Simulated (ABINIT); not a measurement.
Computed results, one entry a study.

## KCl (Sylvite): G0W0 with ABINIT, start to end

It takes space group Fm-3m (No. 225, cubic). Conventional cell: a = 6.293 Å, b = 6.293 Å, c = 6.293 Å, α = 90.00°, β = 90.00°, γ = 90.00°. K has 6 Cl at 3.15 Å nearest. Nearest to Cl lie 6 K at 3.15 Å. Farther neighbours, and contacts between anions beyond the nearest, are not listed.

```
method               : RPA screening on PBE, plane waves, norm-conserving pseudopotentials (and 2 further levels or steps)
program              : ABINIT 10.8.3
settings             : cutoff 33 Ha, PseudoDojo scalar-relativistic 0.4.1 standard, norm-conserving, potential set dojo-sr-pbe-0.4.1-standard, ngkpt (4, 4, 4), nband 252, ecuteps 7.7 Ha, inclvkb 2, shiftk (0, 0, 0), symchi 1, awtr 1, frequency ppm, 4×4×4 k-mesh
cost                 : 5 runs, 2.2 min in all on 4 MPI ranks of Intel Xeon 6975P-C (Granite Rapids), shared host
notes                : The cell and positions come from the Crystallography Open Database and are kept as given unless a step says otherwise.
PBE gap              : 5.19 eV, direct
G0W0 gap on the mesh : 8.14 eV
GW settings          : 4×4×4 mesh, 252 bands, screening to 209.5 eV, Godby-Needs plasmon pole
known limits         : short of the basis limit
```

G0W0 moves the gap on the mesh from 5.19 eV to 8.14 eV (+2.95 eV), with Z of 0.81 and 0.87 at the edges. Local fields lower the RPA ε∞ on this mesh from 2.59 to 2.18.

[Long decimals in the printed logs are rounded to 6 places.]

[Logs are printed without paths, hosts, clocks, repeated set-up lines and the standing remarks that a program may print on its own settings, such as how far it seeks lower states.]

[Paths, hosts, dates, memory and timing lines, banners, echoed tables and standing remarks are left out of the program output; an Ansatz launch command may be rebuilt from the run's recorded settings. Measured values are a selection of at most five: reports struck by readers or far from the other reports are left out. None is set beside runs whose start may be inverted or whose files or cutoffs have a known fault.]

[Runs of the session that timed out or met a known fault of the program may be left out.]

[Hosts, paths, dates, database ids (printed as entryN), source tags and the programs' standing remarks are cut or masked in the printed files.]

[G0W0 gaps are taken among the corrected bands and points alone; a level outside them can change the order at an edge.]

[Where Ansatz stands beside ABINIT at settings called matched, ABINIT's density can come from a denser mesh and the files from another edition; pairs whose starting gaps differed by over 0.03 eV were left out, so agreement reads better than it is.]
